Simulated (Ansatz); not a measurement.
# Gap against strain: armchair BP nanoribbon (N = 8, H edges)

**Method.** Ansatz 0.2.0, plane waves with PAW datasets, PBE, Fermi-Dirac smearing of 0.05 eV, no spin-orbit coupling. The period is scaled from its relaxed value of 5.582 Å and the atoms relax, within the symmetry of the start, at each strain ε (in %); gaps, in eV, are read on a band path.

```tsv
period (Å)	energy (eV a cell)	place of the conduction minimum (Γ = 0, Z = 1)	ε	gap
5.359	+0.426	0.00	−4	1.028
5.471	+0.104	0.00	−2	1.007
5.582	0.000	0.00	0	1.001
5.694	+0.099	0.00	2	1.009
5.806	+0.387	0.00	4	1.028
```

One run is withheld: period (Å) = 5.917, with ε = 6. Fit a straight line gap = a + b × ε to the 5 rows shown and predict it.

**Fit.** The means are 0 for ε and 1.015 for gap. The sum of products of deviations is 0.005354 and the sum of squares in ε is 40, so b = 0.005354 / 40 = 0.0001339 and a = 1.015 − (0.0001339) × 0 = 1.015. The residuals' standard deviation, with 3 degrees of freedom, is σ = 0.015.

**Prediction.** gap = 1.015 + (0.0001339) × 6 = 1.015. The run gave 1.056, so the prediction less the run is −0.041. The standard error of a prediction there, σ√(1 + 1/5 + (6 − 0)²/40), is 0.021, and the miss is 1.9 times that, for a point outside the fitted range. With so few rows σ is itself uncertain. The slope is only 0.1 times its own standard error, so the line says little more than the mean does.

The gap does not move one way: it turns somewhere between ε = -2 and 2 %, and the true extreme can lie between the rows, beyond the values shown.

**Limits.** Kohn-Sham gaps of a wire among periodic images, which in a check on one flat ribbon (7 Å apart) lowered the gap by 0.2 eV and flattened the slope; the slope b × 100 is a mean deformation potential of the gap, in eV per unit strain. Between neighbouring runs it lies between −1.1 and 1.4 eV, so a bend, a kink or scatter between runs makes one line a rough account. The unstrained row comes from a denser mesh than the others, which shifts its energy a little. Series of this kind are told only where this holds: a gap at every strain (compound wires with polar facets were set aside first). 88 of 101 did.

[Logs are printed without paths, hosts, clocks, repeated set-up lines and the standing remarks that a program may print on its own settings, such as how far it seeks lower states.]
